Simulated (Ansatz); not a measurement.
# GdO (F-43m): a soft mode frozen in, part 2 of 3

Aim: this structure of GdO (F-43m) is to be tested for unstable modes, and one is followed downhill.

Ansatz 0.2.0; DFT PBE, scalar-relativistic, plane waves, norm-conserving pseudopotentials, 4f in core.

So far, highest frequency on the path or at a solved wavevector (cm⁻¹): step 2 (phonons on a q mesh) 357. Also lowest frequency on the path (cm⁻¹): step 2 -42.3.

### Step 5. Energy along the mode, all amplitudes (two of the runs are shown above)

An imaginary frequency means negative curvature, so the energy should fall and then rise again as anharmonic terms take over.

This step gave:

```yaml
depth_at_the_lowest_point_sampled: 1.429 meV/atom
largest_atomic_shift_at_that_point: 0.14 Å
```

Table of energy from the parent by largest atomic shift:

```
largest atomic shift (Å)  energy from the parent (meV/atom)
                   0.000                                  0
                   0.040                             -0.144
                   0.080                             -0.567
                   0.140                              -1.43
                   0.220                              0.208
                   0.320                               24.3
```

Displacement at unit largest shift by atom:

```
atom   x (Å)   y (Å)   z (Å)   size
 Gd1   0.000   0.501  -0.501  0.709
 Gd2   0.000  -0.501   0.501  0.709
 Gd3   0.721   0.000   0.000  0.721
 Gd4  -0.721   0.000   0.000  0.721
  O5   0.000  -0.707   0.707  1.000
  O6   0.000   0.707  -0.707  1.000
  O7   0.218   0.000   0.000  0.218
  O8  -0.218   0.000   0.000  0.218
```

The lowest of the steps tried is at 0.14 Å, 1.43 meV/atom below the parent; the bottom of the well need not coincide with a step.

### Step 6. Relaxation from the frozen mode

Starting from the lowest point found, all atoms and the cell are let go, so that strain and other modes of the same symmetry can join in.

Input file input.yaml:

```yaml
crystal:
  lattice:
    - [0.0, 2.6714945918, 2.6714945918]
    - [-5.3429891836, 0.0, 0.0]
    - [0.0, -5.3429891836, 5.3429891836]
  atoms:
    - { symbol: Gd, position: [0.0, 1.0, 0.9868688893] }
    - { symbol: Gd, position: [0.0, 0.0, 0.5131311107] }
    - { symbol: Gd, position: [0.5, 0.4811126635, 0.25] }
    - { symbol: Gd, position: [0.5, 0.5188873365, 0.75] }
    - { symbol: O, position: [0.5, 0.75, 0.0185280086] }
    - { symbol: O, position: [0.5, 0.75, 0.4814719914] }
    - { symbol: O, position: [0.0, 0.244276674, 0.25] }
    - { symbol: O, position: [0.0, 0.255723326, 0.75] }
kpoints:
  mp_grid: { grid: [10, 8, 6] }
hamiltonian:
  xc: pbe
  pseudopotentials:
    kind: nc
    azcp: { Gd: "pseudopotentials/pbe/nc/lanthanide_3plus/Gd.nc.azcp" }
scf:
  occupations: { method: methfessel_paxton, width: 0.2 }
output:
  forces: true
  stress: true
  eigenvalues: true
  write_density: true
  write_potential: true
  elf: true
  volumetric_format: npy
relax:
  adjacent_minimum: "off"
  f_tol: 0.002
  max_steps: 120
  cell: { stress_tol: 0.03 }
```

Run with:

```bash
ansatz run input.yaml --threads 8 --pin off --max-ram 14336MiB --backend cpu --events-out ev --progress --plain --runs-dir out
```

Numbers of over 12 decimals in the logs are rounded to 6 here.

Log:

```text
[...]
Crystal: 8 atoms, lattice volume = 152.529 Å³
Basis set: ecut = 1240 eV, 15129 PW (Γ), exchange–correlation on 90×128×180 points (8 copies of the dense FFT grid, shifted against one another)
Bands: 42, of which v1, the nominal top of the filled ones, is band 34 counted from 1 (33 counted from 0)
Symmetry: 4 space group operations
[...]
k-points: 120 of 480 (time reversal used)
[...]
SCF iter   1: F=—  HF=-6398.587821 eV  |F-HF|=—  |Δ(HF+E_count)|=         —  Δρ=6.85e-2  dr2=9.94e0  ethr=3.10e-3  ⟨swp⟩=10.6  Hψ=26524  notcnv=0
[...]
SCF iter  12: F=-6396.388067 eV  HF=-6396.388067 eV  |F-HF|=1.28e-8  |Δ(HF+E_count)|=   1.82e-7  S|Δr|=    0.00e0  Δρ=4.84e-6  dr2=6.52e-8  ethr=1.47e-10  ⟨swp⟩=21.8  Hψ=55988  notcnv=0
SCF 1 converged in 12 iterations: F = -6396.388067 eV  dr2 = 6.52e-8
  Residual-converged pass: ⟨swp⟩=1.0  Hψ=5524  notcnv=0  max |occ|·‖R‖ = 7.1e-9 eV (tolerance 1.0e-8 eV)  dr2=6.52e-8  max |Δocc| = 2.8e-11
relax step   1: F+E_penalty+E_count = -6396.38806730 eV  Δ(F+E_penalty+E_count) = +0.000e0 eV  max|allowed force component| = 2.599e-1 eV/Å  Δτ_max = 0.0000 Å  P = +0.290 GPa  Ω = 152.529 Å³  (12 SCF iters, dr2 threshold 1.00e-7 eV, accepted)
Crystal: 8 atoms, lattice volume = 153.176 Å³
Basis set: ecut = 1240 eV, 15197 PW (Γ), exchange–correlation on 90×128×180 points (8 copies of the dense FFT grid, shifted against one another)
[...]
iter 1 solved again at ethr=7.39e-5 eV; its pass at ethr=3.10e-3 eV (dr2=5.02e-2 eV) is discarded
[...]
SCF iter   8: F=-6396.396927 eV  HF=-6396.396927 eV  |F-HF|=1.42e-7  |Δ(HF+E_count)|=   6.18e-8  S|Δr|=    0.00e0  Δρ=1.23e-5  dr2=2.20e-7  ethr=1.18e-9  ⟨swp⟩=12.7  Hψ=48010  notcnv=0
SCF 2 converged in 8 iterations: F = -6396.396927 eV  dr2 = 2.20e-7
relax step   2: F+E_penalty+E_count = -6396.39692662 eV  Δ(F+E_penalty+E_count) = -8.859e-3 eV  max|allowed force component| = 7.096e-2 eV/Å  Δτ_max = 0.0188 Å  P = -0.128 GPa  Ω = 153.176 Å³  energy of the carried Pulay correction = -1.088e-4 eV  (8 SCF iters, dr2 threshold 8.00e-7 eV, accepted)
Crystal: 8 atoms, lattice volume = 153.059 Å³
[...]
SCF iter   9: F=-6396.402710 eV  HF=-6396.402710 eV  |F-HF|=7.28e-9  |Δ(HF+E_count)|=   7.58e-8  S|Δr|=    0.00e0  Δρ=4.94e-6  dr2=7.61e-8  ethr=4.63e-10  ⟨swp⟩=18.2  Hψ=52394  notcnv=0
SCF 3 converged in 9 iterations: F = -6396.402710 eV  dr2 = 7.61e-8
[...]
relax step   3: F+E_penalty+E_count = -6396.40270953 eV  Δ(F+E_penalty+E_count) = -5.783e-3 eV  max|allowed force component| = 9.715e-2 eV/Å  Δτ_max = 0.0228 Å  P = -0.024 GPa  Ω = 153.059 Å³  energy of the carried Pulay correction = -8.918e-5 eV  (9 SCF iters, dr2 threshold 3.15e-7 eV, accepted)
[... from here on, the SCF cycles and remarks between the steps are left out ...]
relax step   4: F+E_penalty+E_count = -6396.40010542 eV  Δ(F+E_penalty+E_count) = +2.604e-3 eV  max|allowed force component| = 2.184e-1 eV/Å  Δτ_max = 0.0807 Å  P = +0.087 GPa  Ω = 153.161 Å³  energy of the carried Pulay correction = -1.063e-4 eV  (11 SCF iters, dr2 threshold 5.90e-7 eV, rejected (line search))
relax step   5: F+E_penalty+E_count = -6396.41079696 eV  Δ(F+E_penalty+E_count) = -8.087e-3 eV  max|allowed force component| = 6.160e-2 eV/Å  Δτ_max = 0.0262 Å  P = +0.048 GPa  Ω = 153.119 Å³  energy of the carried Pulay correction = -9.925e-5 eV  (14 SCF iters, accepted)
relax step   6: F+E_penalty+E_count = -6396.41433800 eV  Δ(F+E_penalty+E_count) = -3.541e-3 eV  max|allowed force component| = 2.382e-2 eV/Å  Δτ_max = 0.0233 Å  P = +0.076 GPa  Ω = 153.319 Å³  energy of the carried Pulay correction = -1.328e-4 eV  (9 SCF iters, dr2 threshold 2.37e-7 eV, accepted)
relax step   7: F+E_penalty+E_count = -6396.41467997 eV  Δ(F+E_penalty+E_count) = -3.420e-4 eV  max|allowed force component| = 1.914e-2 eV/Å  Δτ_max = 0.0058 Å  P = -0.005 GPa  Ω = 153.462 Å³  energy of the carried Pulay correction = -1.567e-4 eV  (8 SCF iters, dr2 threshold 5.19e-8 eV, accepted)
relax step   8: F+E_penalty+E_count = -6396.41478819 eV  Δ(F+E_penalty+E_count) = -1.082e-4 eV  max|allowed force component| = 1.496e-2 eV/Å  Δτ_max = 0.0038 Å  P = +0.014 GPa  Ω = 153.451 Å³  energy of the carried Pulay correction = -1.548e-4 eV  (7 SCF iters, dr2 threshold 2.29e-8 eV, accepted)
relax step   9: F+E_penalty+E_count = -6396.41482063 eV  Δ(F+E_penalty+E_count) = -3.245e-5 eV  max|allowed force component| = 5.985e-3 eV/Å  Δτ_max = 0.0033 Å  P = -0.020 GPa  Ω = 153.478 Å³  energy of the carried Pulay correction = -1.593e-4 eV  (8 SCF iters, dr2 threshold 1.40e-8 eV, accepted)
relax step  10: F+E_penalty+E_count = -6396.41481797 eV  Δ(F+E_penalty+E_count) = +2.665e-6 eV  max|allowed force component| = 1.539e-2 eV/Å  Δτ_max = 0.0023 Å  P = +0.001 GPa  Ω = 153.444 Å³  energy of the carried Pulay correction = -1.536e-4 eV  (8 SCF iters, dr2 threshold 3.61e-9 eV, rejected (line search))
relax step  11: F+E_penalty+E_count = -6396.41483869 eV  Δ(F+E_penalty+E_count) = -1.806e-5 eV  max|allowed force component| = 1.004e-3 eV/Å  Δτ_max = 0.0008 Å  P = +0.011 GPa  Ω = 153.435 Å³  energy of the carried Pulay correction = -1.521e-4 eV  (9 SCF iters, accepted)
[...]
SCF iter   1: F=—  HF=-6396.415014 eV  |F-HF|=—  |Δ(HF+E_count)|=         —  Δρ=2.20e-5  dr2=3.48e-8  ethr=2.92e-7  ⟨swp⟩=4.4  Hψ=45525  notcnv=0
eigensolver tolerance schedule: the retry pair's looser diagonalisation over-reported the residual by 5708.15 of it (diagonalisation noise at 1.16 of the residual, at the tolerance the schedule requests for it); recorded, not acted on — ethr = c·dr2/N_el stays at c = 1.0e-1
SCF iter   2: F=—  HF=-6396.415084 eV  |F-HF|=—  |Δ(HF+E_count)|=   7.00e-5  S|Δr|=    0.00e0  Δρ=1.18e-5  dr2=1.12e-8  ethr=5.11e-11  ⟨swp⟩=4.4  Hψ=15886  notcnv=0
[...]
SCF iter   5: F=-6396.415084 eV  HF=-6396.415084 eV  |F-HF|=5.46e-12  |Δ(HF+E_count)|=  2.91e-11  S|Δr|=    0.00e0  Δρ=8.60e-8  dr2=1.51e-11  ethr=1.00e-12  ⟨swp⟩=14.3  Hψ=32624  notcnv=0
SCF 12 converged in 5 iterations: F = -6396.415084 eV  dr2 = 1.51e-11
relax step  12: F+E_penalty+E_count = -6396.41508421 eV  Δ(F+E_penalty+E_count) = -2.455e-4 eV  max|allowed force component| = 1.002e-3 eV/Å  Δτ_max = 0.0000 Å  P = +0.018 GPa  Ω = 153.435 Å³  stress off target by 2.39e-2 GPa  SCF on the basis re-selected at this cell (its energy is not comparable with the rows above)  (5 SCF iters)
basis re-selected at this cell: Δ(F+E_penalty+E_count) = -2.455e-4 eV, ΔP = +0.007 GPa vs the last step (what re-selecting the basis moved, of the pressure what is left beyond the Pulay correction that the steps carried, after the strain that the cell walked since its last selection, with what the two solves' SCF thresholds leave and, on support functions, any second-order correction that the steps lacked; it is no m [...]
SCF converged after 5 iterations
[...]
Free energy (F): -6396.415084 eV
[...]
Internal energy: -6396.426124 eV  (E = F + TS)
E sigma→0 (E₀):  -6396.417844 eV
Entropy (-TS):   0.011040 eV (1.380 meV/atom)
Fermi energy:    11.178830 eV
[...]
--- Forces (eV/Å), atoms counted from 1 ---
  atom   1  Gd     0.00100209     0.00024725    -0.00024725
  atom   2  Gd     0.00100209    -0.00024725     0.00024725
  atom   3  Gd    -0.00054617    -0.00000000    -0.00000000
  atom   4  Gd    -0.00097891     0.00000000     0.00000000
  atom   5  O     -0.00041955     0.00046035    -0.00046035
  atom   6  O     -0.00041955    -0.00046035     0.00046035
  atom   7  O      0.00090221     0.00000000    -0.00000000
  atom   8  O     -0.00054333     0.00000000     0.00000000
  max |Σ_I F_I| component: 1.12e-6 eV/Å
--- Stress (GPa, compression-positive) ---
        0.023857       0.000000       0.000000
        0.000000       0.014817      -0.006617
        0.000000      -0.006617       0.014817
  P = ⅓ Tr σ = 0.0178 GPa (0.178 kbar)
--- Band table (eV; the first three rows and the last of 120) ---
  k-point 0: bands = [... 30 lower, 6.5046, 6.5705, 9.1976, 10.8785, 11.5687, 11.6196, 12.4644, 13.1348, ... 4 higher]
  k-point 1: bands = [... 30 lower, 6.4837, 6.5362, 9.3679, 10.8504, 11.3834, 11.6080, 12.3805, 12.9739, ... 4 higher]
  k-point 2: bands = [... 30 lower, 6.4274, 6.4474, 9.8051, 10.7100, 11.1432, 11.4745, 12.1650, 12.9153, ... 4 higher]
  k-point 119: bands = [... 30 lower, 6.2851, 6.3129, 11.0104, 11.0534, 11.4628, 11.8278, 11.8488, 12.6161, ... 4 higher]
--- Relaxed structure (11 steps of the walk, 9 accepted, 1 SCFs on fresh bases) ---
  F+E_penalty+E_count = -6396.41508421 eV   max|allowed force component| = 1.002e-3 eV/Å   (the final SCF, on the basis selected at the relaxed cell)
  cell:  # Å, volume = 153.4347 Å³
    - [0, 2.650443, 2.650443]
    - [-5.379299, 0, 0]
    - [0, -5.380834, 5.380834]
  atoms:
    - { symbol: Gd, position: [0.0, 1.000640, 0.980955] }
    - { symbol: Gd, position: [0.0, 0.000639837, 0.519045] }
    - { symbol: Gd, position: [0.500000, 0.465273, 0.25] }
    - { symbol: Gd, position: [0.500000, 0.520711, 0.75] }
    - { symbol: O, position: [0.5, 0.751629, 0.027761] }
    - { symbol: O, position: [0.5, 0.751629, 0.472239] }
    - { symbol: O, position: [0.0, 0.244277, 0.25] }
    - { symbol: O, position: [0.0, 0.265201, 0.75] }
```

Wall time 8.8 min (8 threads of Intel Xeon Platinum 8375C at 2.90GHz (Ice Lake), shared host); peak memory 3.1 GiB.

Step by step:

```
step  energy less that of the first step (eV)  largest force component (eV/Å)  pressure (GPa)  volume (Å³)
   1                                   0.0000                          0.2599            0.29       152.53
   2                                  -0.0089                          0.0710           -0.13       153.18
   3                                  -0.0146                          0.0971           -0.02       153.06
   4                                  -0.0120                          0.2184            0.09       153.16
   5                                  -0.0227                          0.0616            0.05       153.12
   6                                  -0.0263                          0.0238            0.08       153.32
   7                                  -0.0266                          0.0191           -0.01       153.46
   8                                  -0.0267                          0.0150            0.01       153.45
   9                                  -0.0268                          0.0060           -0.02       153.48
  10                                  -0.0268                          0.0154            0.00       153.44
  11                                  -0.0268                          0.0010            0.01       153.43
 12*                                  -0.0270                          0.0010            0.02       153.43
```

Relaxation steps marked * repeat the geometry before them on a plane-wave basis chosen anew for their cell, so energy and pressure can jump there. Relaxation steps 4, 10 were tried and not accepted.

The run keeps the 4 symmetry operations that it works with, so distortions that break them were not tested.

```
     cell as run  before  after  change
           a (Å)   3.778  3.748  -0.8 %
           b (Å)   5.343  5.379  +0.7 %
           c (Å)   7.556  7.610  +0.7 %
volume (Å³/atom)   19.07  19.18  +0.6 %
```

The atoms that moved most (Å, as changes of fractional coordinates times the final cell):

```
atom      dx      dy      dz  length
 Gd3   0.085   0.000   0.000   0.085
  O5  -0.009  -0.050   0.050   0.071
  O6  -0.009   0.050  -0.050   0.071
  O8  -0.051   0.000   0.000   0.051
 Gd1  -0.003   0.032  -0.032   0.045
 Gd2  -0.003  -0.032   0.032   0.045
 Gd4  -0.010   0.000   0.000   0.010
```

Final coordinates:

```cif
data_structure
_symmetry_space_group_name_H-M 'P 1'
_symmetry_Int_Tables_number 1
_cell_length_a 3.7483
_cell_length_b 5.3793
_cell_length_c 7.6096
_cell_angle_alpha 90.000
_cell_angle_beta 90.000
_cell_angle_gamma 90.000
_cell_volume 153.43
loop_
_atom_site_label
_atom_site_type_symbol
_atom_site_fract_x
_atom_site_fract_y
_atom_site_fract_z
_atom_site_occupancy
Gd1 Gd 0.00000 0.00064 0.98095 1
Gd2 Gd 0.00000 0.00064 0.51905 1
Gd3 Gd 0.50000 0.46527 0.25000 1
Gd4 Gd 0.50000 0.52071 0.75000 1
O5 O 0.50000 0.75163 0.02776 1
O6 O 0.50000 0.75163 0.47224 1
O7 O 0.00000 0.24428 0.25000 1
O8 O 0.00000 0.26520 0.75000 1
```

This step gave:

```yaml
pressure: 0.01783 GPa
volume_per_atom: 19.18 Å³
```

Electrostatic potential energy in the bc plane at fractional x = 0.000, with atoms of Gd and O within 0.2 Å of it. With pseudopotentials it is smooth inside the atoms' cores, unlike the true potential.

Ten even steps from '_' (-65 eV) to '@' (13 eV), each cell a mean:
```
____++%%@@@@@@@@@@@@@@@@##--__
..--**%%@@@@@@@@@@@@@@@@%%++::
++##%%@@@@@@@@@@@@@@@@@@@@##**
%%%%%%##**%%@@@@@@@@@@@@@@@@%%
@@@@%%::__++@@@@@@@@@@@@@@@@@@
@@@@%%::__++@@@@@@@@@@@@@@@@@@
%%@@%%##**%%@@@@@@@@@@@@@@@@%%
++**%%@@@@@@@@@@@@@@@@@@@@##**
..::**%%@@@@@@@@@@@@@@@@%%++..
____++%%@@@@@@@@@@@@@@@@##--__
__..++%%@@@@@@@@@@@@@@@@##--__
::==##%%@@@@@@@@@@@@@@@@%%**--
**##%%@@@@@@@@@@@@@@@@@@@@%%##
@@@@@@%%@@@@@@@@@@@@@@@@@@@@@@
@@@@##----%%@@@@@@@@@@@@@@@@@@
@@@@**____##@@@@@@@@@@@@@@@@@@
@@@@##====%%@@@@@@@@@@@@@@@@@@
@@@@@@%%@@@@@@@@@@@@@@@@@@@@@@
**##%%@@@@@@@@@@@@@@@@@@@@%%##
::==##%%@@@@@@@@@@@@@@@@%%**--
__..++%%@@@@@@@@@@@@@@@@##--__
```
Columns run along b (5.4 Å; values clipped at the 3rd and 97th percentile), rows up along c (7.6 Å). Atoms in or near the plane, at fractional coordinates: Gd at (0.00, 0.98), Gd at (0.00, 0.52), O at (0.24, 0.25), O at (0.27, 0.75).

(Part 2 of 3 ends here.)

[Logs are printed without paths, hosts, clocks, repeated set-up lines and the standing remarks that a program may print on its own settings, such as how far it seeks lower states.]

[Hosts, paths, dates, database ids (printed as entryN), source tags and the programs' standing remarks are cut or masked in the printed files.]
